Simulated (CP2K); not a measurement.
Two runs for the N K edge of aminoallene. Run A: CP2K XAS_TDP, all-electron GAPW, PBEh(45%), aug-cc-pVDZ, TDA, no relativity. Run B differs in one setting.

First lines with a strength over 0.0015. A:

```tsv
atom	energy (eV)	states	strength, one atom
N4 (bonded to C and 2 H)	397.84	1	0.0064
	398.66	1	0.0162
	398.89	1	0.0227
	399.13	1	0.0120
	400.28	1	0.0033
```

B:

```tsv
atom	energy (eV)	states	strength, one atom
N4 (bonded to C and 2 H)	381.00	1	0.0028
	381.23	1	0.0034
	381.37	1	0.0019
	381.52	1	0.0027
	382.14	1	0.0027
```

Question: Which was it: scalar relativity switched on, the basis, the functional, GW2X switched on?

The functional (functional from PBEh(45%) to PBE; the lines alone don't name the new value). A functional moves all lines by electronvolts and changes their spacings and strengths. For N4 the rule picks another line of the list in the two runs, so no shift is given.

[Banner, clock and machine lines of the logs are left out without a mark of their own.]

[Logs are printed without paths, hosts, clocks, repeated set-up lines and the standing remarks that a program may print on its own settings, such as how far it seeks lower states.]

[Hosts, paths, dates, database ids (printed as entryN), source tags and the programs' standing remarks are cut or masked in the printed files.]
